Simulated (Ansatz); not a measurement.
# Static equation of state of random rock-salt (Li, K, Na)F solid solution (64 atoms)

The cell holds 64 atoms: 11 K, 32 F, 11 Na and 10 Li. Cell: a = 10.117 Å, b = 9.719 Å, c = 10.143 Å, α = 90.5°, β = 89.1°, γ = 89.7°. It derives from LiF and NaF and KF. The starting structure: Rock-salt lattice (a = 4.669 Å, the mean of the end members), 2 x 2 x 2 cells, metal sites filled at random with 10 Li, 11 K, 11 Na; not relaxed, displaced by a Gaussian of 0.02 Å.

Calculated with Ansatz 0.2.0: Kohn-Sham DFT, PBE, PAW (set soft_2), plane waves; cutoff 420 eV, Γ point, fixed occupations. Cell and atoms were relaxed first, to V0 = 15.581 Å³ an atom at a residual P0 = -0.004 GPa. The cell was then scaled evenly, and the atoms were relaxed at each volume.

| volume (Å³/atom) | pressure (GPa) |
| --- | --- |
| 14.023 | 2.830 |
| 14.646 | ? |
| 15.113 | 0.8818 |
| 16.048 | -0.7309 |
| 16.515 | -0.8608 |

**Question.** Fit the third-order Birch–Murnaghan equation to the rows given and interpolate to the withheld row.

Worked fit:

Take the Eulerian strain f = ½[(V0/V)^(2/3) − 1] and the normalised pressure F = (P − P0) / [3f(1 + 2f)^(5/2)]. The third-order Birch–Murnaghan equation is then the line F = B0 + (3/2)B0(B′ − 4) f, so u = f and v = F.

```
      u = f  v = F (GPa)
  0.0363829      21.7880
  0.0102569      27.3670
-0.00975674      26.0824
 -0.0190507      16.5174
```

With n = 4: mean u = 0.00445807, mean v = 22.9387, Σ(u − ū)² = 0.0018075, Σ(u − ū)(v − v̄) = 0.095212. Slope b = 0.095212 / 0.0018075 = 52.675; intercept a = v̄ − b ū = 22.704.

So B0 = a = 22.7 GPa and B′ = 4 + 2b/(3a) = 5.55. At the withheld volume f = 0.02106, F = a + b f = 23.81 GPa, and P = P0 + 3f(1 + 2f)^(5/2) F.

Prediction at 14.646: 1.663 GPa. The run gave 1.597 GPa, so the fit is high by 0.066 GPa (4.1 % of the value).

B′ = 5.5 lies in the range of 3 to 6 that is common for dense crystals. The series isn't one smooth equation of state: even a line fitted to all rows, the withheld one included, misses F by up to 31.2 %, the count of bonds changes along the series and an atom moves over 0.5 Å in some relaxation. B0 and B′ are then only the numbers of this fit, not moduli of the material. Among the rows given, the largest miss of the fit is at 14.023, by 0.37 GPa (10.0 % of the range of the table).

Limits: Static cells at zero temperature; the cell shape is held. The program notes that the SCF threshold of these relaxations is loose for the stress. Only the Γ point is sampled, in a cell whose shortest periodic width is 10 Å.

[Logs are printed without paths, hosts, clocks, repeated set-up lines and the standing remarks that a program may print on its own settings, such as how far it seeks lower states.]

[Hosts, paths, dates, database ids (printed as entryN), source tags and the programs' standing remarks are cut or masked in the printed files.]
